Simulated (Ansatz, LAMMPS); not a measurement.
## Finding the fault: aqueous Li+ and OH-, 4.1 mol of salt per kg of water at 300 K (87 atoms)

Program: Ansatz 0.2.0. The cell: 29 O, 56 H and 2 Li.

input.yaml reads:

```yaml
crystal:
  lattice:
    - [9.28326, 0.0, 0.0]
    - [0.0, 9.28326, 0.0]
    - [0.0, 0.0, 9.28326]
  atoms:
    - { symbol: O, position: [0.83765, 0.08437, 0.73853] }
    - { symbol: H, position: [0.75413, 0.02744, 0.70128] }
    - { symbol: H, position: [0.89422, 0.12356, 0.65566] }
    - { symbol: O, position: [0.76584, 0.45666, 0.57292] }
    - { symbol: H, position: [0.66058, 0.4338, 0.57455] }
    - { symbol: H, position: [0.80606, 0.43367, 0.47567] }
    - { symbol: O, position: [0.79447, 0.6801, 0.24829] }
    - { symbol: H, position: [0.84055, 0.66756, 0.15173] }
    - { symbol: H, position: [0.82648, 0.60089, 0.31391] }
    - { symbol: O, position: [0.02786, 0.0955, 0.95688] }
    - { symbol: H, position: [0.95371, 0.10165, 0.87899] }
    - { symbol: H, position: [0.99399, 0.02769, 0.03342] }
    - { symbol: O, position: [0.92539, 0.66631, 0.95276] }
    - { symbol: H, position: [0.02705, 0.68951, 0.92572] }
    - { symbol: H, position: [0.85958, 0.69387, 0.87205] }
    - { symbol: O, position: [0.27548, 0.03404, 0.70433] }
    - { symbol: H, position: [0.3758, 0.99631, 0.69355] }
    - { symbol: H, position: [0.20793, 0.97352, 0.64621] }
    [... 63 atom lines left out ...]
    - { symbol: O, position: [0.54837, 0.93426, 0.68035] }
    - { symbol: H, position: [0.55683, 0.02532, 0.72642] }
    - { symbol: O, position: [0.99925, 0.15371, 0.48745] }
    - { symbol: H, position: [0.0701, 0.14622, 0.56752] }
    - { symbol: Li, position: [0.38167, 0.56593, 0.45126] }
    - { symbol: Li, position: [0.23772, 0.11055, 0.90606] }
kpoints:
  mp_grid: { grid: [1, 1, 1] }
hamiltonian:
  xc: pbe
  dispersion: d3bj
scf:
  occupations: { method: fixed }
  eigensolver: { kind: { support_functions: { accuracy: medium, radius: 2.83 } } }
  max_iter: 150
output:
  forces: true
  eigenvalues: true
```

Launch:

```sh
> ansatz run input.yaml --threads 4 --pin off --max-ram 8192MiB --backend cpu --events-out ev --progress --plain --runs-dir out
```

Output:

```text
Warning: scf.eigensolver.kind.support_functions: disabling space-group detection — the functions' gradient is summed over unrotated k-points, so no spatial operation reduces the k-mesh or symmetrises the density; time reversal is kept, so that k and −k are solved as one point where they differ and the mesh holds both, and exact exchange and, on two spinor components, a DFT+U term hold to it where the run has them: [...]
Warning: basis.ecutwfc = 464 eV, auto-derived: no grid that the accuracy of the support functions lays serves the files at the lower one that their records recommend; a deck with other species or settings can derive another value
settings of this run that can trade accuracy for cost: scf.eigensolver.kind.support_functions [...]
Engine: ansatz 0.2.0, aarch64-unknown-linux-gnu
Pseudopotentials: kind: paw
Pseudopotential: O, paw, valence charge 6, recommended cutoff 420 eV (normal), O.paw.azcp
Pseudopotential: H, paw, valence charge 1, recommended cutoff 420 eV (normal), H.paw.azcp
Pseudopotential: Li, paw, valence charge 3, recommended cutoff 420 eV (normal), Li.paw.azcp
[... 5 lines on functional and potentials left out ...]
Error: SCF: the radius of support functions is under 3.17 Å, the least for these sites at the functions' level (scf.eigensolver.kind.support_functions.accuracy). Use scf.eigensolver.kind: auto, or type scf.eigensolver.kind.support_functions.radius at least as long, [...]
```

Elapsed: 4.6 s, on 4 threads of Arm Neoverse N1, shared host; peak memory 0.22 GiB; 14 s of CPU time.

**Question.** What is wrong with this input, and how is it mended?

A radius under the least that the level allows: support_functions.accuracy = "medium" and support_functions.radius = 2.83.

The fix is to use a longer radius.

The run ended with an error.

[Long decimals in the printed logs are rounded to 6 places.]

[Logs are printed without paths, hosts, clocks, repeated set-up lines and the standing remarks that a program may print on its own settings, such as how far it seeks lower states.]

[Hosts, paths, dates, database ids (printed as entryN), source tags and the programs' standing remarks are cut or masked in the printed files.]
